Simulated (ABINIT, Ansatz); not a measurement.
# Cs3GaF6 (Fm-3m): one start, several treatments of the self-energy, part 2 of 2

How much does the gap of Cs3GaF6 (Fm-3m) depend on the approximation to the self-energy?

ABINIT 10.8.3; PBEsol and many-body steps on it, plane waves. Known limits of the many-body steps: not at the basis limit; no spin-orbit coupling; coarse k mesh.

So far. Step 5 (G0W0, Hybertsen-Louie plasmon pole): Against G0W0 in ABINIT (2×2×2 mesh, 179 bands, screening to 141.5 eV, Godby-Needs plasmon pole), the gap moves by +0.616 eV. Step 6 (G0W0, von der Linden-Horsch plasmon pole): Against G0W0 in ABINIT (2×2×2 mesh, 179 bands, screening to 141.5 eV, Godby-Needs plasmon pole), the gap moves by +0.145 eV.

### 7. One-shot Hartree-Fock

This step: one-shot Hartree-Fock on PBEsol, plane waves, norm-conserving pseudopotentials.

run.abi reads:

```
acell 3*1.0 Angstrom
rprim 
  -0.000000000000 4.723900000000 4.723900000000
  4.723900000000 0.000000000000 4.723900000000
  4.723900000000 4.723900000000 0.000000000000
ntypat 3
znucl 55 31 9
natom 10
typat 1 1 1 2 3 3 3 3 3 3
xred 
  0.750000000000 0.750000000000 0.750000000000
  0.250000000000 0.250000000000 0.250000000000
  0.000000000000 0.000000000000 0.000000000000
  0.500000000000 0.500000000000 0.500000000000
  0.296500000000 0.703500000000 0.703500000000
  0.703500000000 0.296500000000 0.703500000000
  0.703500000000 0.296500000000 0.296500000000
  0.296500000000 0.703500000000 0.296500000000
  0.703500000000 0.703500000000 0.296500000000
  0.296500000000 0.296500000000 0.703500000000
pp_dirpath "pseudos"
pseudos "Cs.upf, Ga.upf, F.upf"
ecut 45
ngkpt 2 2 2
nshiftk 1
shiftk 0 0 0
kptopt 1
chksymbreak 0
istwfk *1
occopt 1
irdwfk 1
optdriver 4
nband 49
gwcalctyp 5
ecutsigx 45
symsigma 1
nkptgw 2
kptgw 
  0.5000000000 0.0000000000 0.0000000000
  0.0000000000 0.0000000000 0.0000000000
bdgw 
  44 47
  43 48
ixc_sigma 40
fftgw 31
indata_prefix "in"
outdata_prefix "out"
tmpdata_prefix "tmp"
```

Launch:

```sh
> OMP_NUM_THREADS=1 mpirun -n 4 abinit run.abi > log
```

Numbers of over 12 decimals in the logs are rounded to 6 here.

The program printed:

```text
.Version 10.8.3 of ABINIT. v10.8.2 released Aug 2026.

 Symmetries : space group Fm -3 m (#225); Bravais cF (face-center cubic)
[... echo of the input left out ...]
== DATASET  1 ==================================================================
-   mpi_nproc: 4, omp_nthreads: 1 (-1 if OMP is not activated)

--- !DatasetInfo
iteration_state: {dtset: 1, }
dimensions: {natom: 10, nkpt: 3, mband: 49, nsppol: 1, nspinor: 1, nspden: 1, mpw: 20554, }
cutoff_energies: {ecut:  45.0, pawecutdg:  -1.0, }
[...]
Band     E0 <VxcDFT>   SigX SigC(E0)      Z dSigC/dE  Sig(E)    E-E0       E
[...]
47   7.760  -7.956  -3.766   0.000   1.000   0.000  -3.766   4.190  11.950
       48   7.760  -7.956  -3.766   0.000   1.000   0.000  -3.766   4.190  11.950

== END DATASET(S) ==============================================================
================================================================================

 -outvars: echo values of variables after computation  --------
           etotal      0.0000000000E+00
            nband          49
             nkpt           3
          spgroup         225
 [... the other variables as echoed above ...]

 Calculation completed.
```

Run time: 16 s. Hardware: 4 MPI ranks of Intel Xeon 6975P-C (Granite Rapids), shared host; peak memory 2.9 GiB; 62 s of CPU time.

Numbers from this step:

```
quasiparticle gap on the points computed              : 17.37 eV
starting gap on the mesh                              : 5.914 eV
k of the valence top                                  : 0.5, 0, 0
k of the conduction bottom                            : 0, 0, 0
least direct quasiparticle gap on the computed points : 17.81 eV
```

Against G0W0 in ABINIT (2×2×2 mesh, 179 bands, screening to 141.5 eV, Godby-Needs plasmon pole), the gap moves by +8.291 eV.

### 8. Screening, 2×2×2 mesh, 179 bands, screening to 141.5 eV

This step: RPA screening on PBEsol, plane waves, norm-conserving pseudopotentials.

Changes to run.abi since step 7:

```diff
@@ -31,16 +31,14 @@
 irdwfk 1
-optdriver 4
-nband 49
-gwcalctyp 5
-ecutsigx 45
-symsigma 1
-nkptgw 2
-kptgw 
-  0.5000000000 0.0000000000 0.0000000000
-  0.0000000000 0.0000000000 0.0000000000
-bdgw 
-  44 47
-  43 48
-ixc_sigma 40
-fftgw 31
+optdriver 3
+nband 179
+ecuteps 5.2
+inclvkb 2
+awtr 1
+symchi 1
+gwcalctyp 2
+nfreqre 16
+freqremax 40 eV
+nfreqim 8
+spmeth 1
+nomegasf 120
 indata_prefix "in"
```

The program printed:

```text
.Version 10.8.3 of ABINIT. v10.8.2 released Aug 2026.

 Symmetries : space group Fm -3 m (#225); Bravais cF (face-center cubic)
[... echo of the input left out ...]
== DATASET  1 ==================================================================
-   mpi_nproc: 4, omp_nthreads: 1 (-1 if OMP is not activated)

--- !DatasetInfo
iteration_state: {dtset: 1, }
dimensions: {natom: 10, nkpt: 3, mband: 179, nsppol: 1, nspinor: 1, nspden: 1, mpw: 20554, }
cutoff_energies: {ecut:  45.0, pawecutdg:  -1.0, }
electrons: {nelect:   9.00000000E+01, charge:   0.00000000E+00, occopt:   1.00000000E+00, tsmear:   1.00000000E-02, }

 SCREENING: Calculation of the susceptibility and dielectric matrices

 Based on a program developped by R.W. Godby, V. Olevano, G. Onida, and L. Reining.
 Incorporated in ABINIT by V. Olevano, G.-M. Rignanese, and M. Torrent.
.Using double precision arithmetic ; gwpc =  8

[... cell and pseudopotentials left out ...]
--------------------------------------------------------------------------------

 ==== K-mesh for the wavefunctions ====
 Number of points in the irreducible wedge :     3
[... list of points left out ...]
 Together with 48 symmetry operations and time-reversal symmetry
 yields     8 points in the full Brillouin Zone.

 ==== Q-mesh for the screening function ====
 Number of points in the irreducible wedge :     3
[... list of points left out ...]
 Together with 48 symmetry operations and time-reversal symmetry
 yields     8 points in the full Brillouin Zone.

 setmesh: FFT mesh size selected  =    54x   54x   54
          total number of points  =       157464

 vcoul_init : cutoff-mode = AUXILIARY_FUNCTION
 q-points for optical limit:   1
     1)      0.000010    0.000020    0.000030

- screening: taking advantage of time-reversal symmetry
- Maximum band index for partially occupied states nbvw = 45
- Remaining bands to be divided among processors   nbcw = 134
- Number of bands treated by each node ~33

 Number of electrons calculated from density =   90.0000; Expected =   90.0000
 average of density, n =  0.063258
 r_s =    1.5569
 omega_plasma =   24.2612 [eV]

 calculating chi0 at frequencies [eV] :
  1    0.000000E+00    0.000000E+00
  2    2.666667E+00    0.000000E+00
  3    5.333333E+00    0.000000E+00
[...]
23    0.000000E+00    6.178909E+01
 24    0.000000E+00    8.699971E+01

--------------------------------------------------------------------------------
  q-point number  1        q = ( 0.000000, 0.000000, 0.000000) [r.l.u.]
--------------------------------------------------------------------------------
[... chi0 elements left out ...]
  [... further frequencies ...]

 No. of calculated frequencies >  15, stop printing
 For q-point:  0.000010 0.000020 0.000030
  dielectric constant =   2.2293
  dielectric constant without local fields =   2.5063

  Average fulfillment of the sum rule on Im[epsilon] for q-point    1 :     38.26  [%]
[... wings left out ...]
  q-point number  2        q = ( 0.500000, 0.000000, 0.000000) [r.l.u.]
--------------------------------------------------------------------------------
[... chi0 elements left out ...]
  [... further frequencies ...]

 No. of calculated frequencies >  15, stop printing
  Average fulfillment of the sum rule on Im[epsilon] for q-point    2 :     42.92  [%]

 [... 1 further q-points ...]
```

Wall time 11 min (4 MPI ranks); peak memory 9.9 GiB; 44 min of CPU time.

Numbers from this step:

- ε∞ with local fields, on this mesh, along the program's q direction: 2.229
- the same without local fields: 2.506
- plasma frequency: 24.26 eV
- plane waves in the screening matrix: 821

### 9. G0W0, contour deformation

This step: G0W0 on PBEsol, plane waves, norm-conserving pseudopotentials.

Changes to run.abi since step 8:

```diff
@@ -31,14 +31,16 @@
 irdwfk 1
-optdriver 3
+optdriver 4
 nband 179
+gwcalctyp 2
+ecutsigx 45
+symsigma 1
+nkptgw 2
+kptgw 
+  0.5000000000 0.0000000000 0.0000000000
+  0.0000000000 0.0000000000 0.0000000000
+bdgw 
+  44 47
+  43 48
 ecuteps 5.2
-inclvkb 2
-awtr 1
-symchi 1
-gwcalctyp 2
-nfreqre 16
-freqremax 40 eV
-nfreqim 8
-spmeth 1
-nomegasf 120
+irdscr 1
 indata_prefix "in"
```

The program printed:

```text
.Version 10.8.3 of ABINIT. v10.8.2 released Aug 2026.

 Symmetries : space group Fm -3 m (#225); Bravais cF (face-center cubic)
[... echo of the input left out ...]
== DATASET  1 ==================================================================
-   mpi_nproc: 4, omp_nthreads: 1 (-1 if OMP is not activated)

--- !DatasetInfo
iteration_state: {dtset: 1, }
dimensions: {natom: 10, nkpt: 3, mband: 179, nsppol: 1, nspinor: 1, nspden: 1, mpw: 20554, }
cutoff_energies: {ecut:  45.0, pawecutdg:  -1.0, }
[...]
Band     E0 <VxcDFT>   SigX SigC(E0)      Z dSigC/dE  Sig(E)    E-E0       E
[...]
48   7.760  -7.956  -3.766  -2.453   0.881  -0.135  -6.426   1.530   9.290
       48   0.000   0.000   0.000  -0.000   0.000   0.000  -0.000  -0.000  -0.000

== END DATASET(S) ==============================================================
================================================================================

 -outvars: echo values of variables after computation  --------
           etotal      0.0000000000E+00
            nband         179
             nkpt           3
          spgroup         225
 [... the other variables as echoed above ...]

 Calculation completed.
```

Wall time 74 s (4 MPI ranks); peak memory 4.8 GiB.

This step gave:

| Property | Result |
| --- | --- |
| G0W0 gap on the points computed | 9.044 eV |
| starting gap on the mesh | 5.914 eV |
| k of the valence top | 0.5, 0, 0 |
| k of the conduction bottom | 0, 0, 0 |
| least direct G0W0 gap on the computed points | 9.121 eV |

Against G0W0 in ABINIT (2×2×2 mesh, 179 bands, screening to 141.5 eV, Godby-Needs plasmon pole), the gap moves by −0.035 eV.

### 10. Side by side

Times are wall times on 4 MPI ranks of Intel Xeon 6975P-C (Granite Rapids), shared host, good to a factor of about two. A run's time includes the screening step that it read.

| run | mesh | bands | screening cutoff (eV) | DFT gap (eV) | gap on the mesh (eV) | direct (eV) | ε∞ used | time |
| --- | --- | --- | --- | --- | --- | --- | --- | --- |
| G0W0, Godby-Needs plasmon pole | 2×2×2 | 179 | 141.5 | 5.914 | 9.079 | 9.162 | 2.22 | 8.9 min |
| G0W0, Hybertsen-Louie plasmon pole | 2×2×2 | 179 | 141.5 | 5.914 | 9.695 | 9.877 | 2.22 | 8.9 min |
| G0W0, von der Linden-Horsch plasmon pole | 2×2×2 | 179 | 141.5 | 5.914 | 9.224 | 9.332 | 2.22 | 9.1 min |
| one-shot Hartree-Fock | 2×2×2 | - | - | 5.914 | 17.370 | 17.807 | - | 16 s |
| G0W0, contour deformation | 2×2×2 | 179 | 141.5 | 5.914 | 9.044 | 9.121 | 2.23 | 12 min |

### 11. Outcome

```yaml
g0w0_godby_needs_plasmon_pole: 9.079 eV
g0w0_hybertsen_louie_plasmon_pole: 9.695 eV
g0w0_von_der_linden_horsch_plasmon_pole: 9.224 eV
one_shot_hartree_fock: 17.370 eV
g0w0_contour_deformation: 9.044 eV
known_limits: not at the basis limit; no spin-orbit coupling; coarse k mesh
```

What this shows: G0W0, Hybertsen-Louie plasmon pole: +0.616 eV against G0W0, Godby-Needs plasmon pole. G0W0, von der Linden-Horsch plasmon pole: +0.145 eV against G0W0, Godby-Needs plasmon pole. One-shot Hartree-Fock: +8.291 eV against G0W0, Godby-Needs plasmon pole. G0W0, contour deformation: −0.035 eV against G0W0, Godby-Needs plasmon pole. Bare exchange alone opens the gap to 17.37 eV; against G0W0, correlation takes back 8.29 eV. Bands and cutoff are finite, so the gap is not at the basis limit. The miss can reach some tenths of an eV and take either sign; the mesh is an error of its own. In the G0W0 runs levels were corrected at 2 k points alone, so a gap called «on the mesh» is the least over those, and an edge elsewhere would be missed. The 2×2×2 mesh is coarse for this cell, which bears on the long-range parts of exchange and screening. The many-body steps are scalar-relativistic: spin-orbit coupling is not in them.

[Paths, hosts, dates, memory and timing lines, banners, echoed tables and standing remarks are left out of the program output.]

[Logs are printed without paths, hosts, clocks, repeated set-up lines and the standing remarks that a program may print on its own settings, such as how far it seeks lower states.]

[Runs of the session that timed out or met a known fault of the program may be left out.]

[Hosts, paths, dates, database ids (printed as entryN), source tags and the programs' standing remarks are cut or masked in the printed files.]

[G0W0 gaps are taken among the corrected bands and points alone; a level outside them can change the order at an edge.]

[Where Ansatz stands beside ABINIT at settings called matched, ABINIT's density can come from a denser mesh and the files from another edition; pairs whose starting gaps differed by over 0.03 eV were left out, so agreement reads better than it is.]
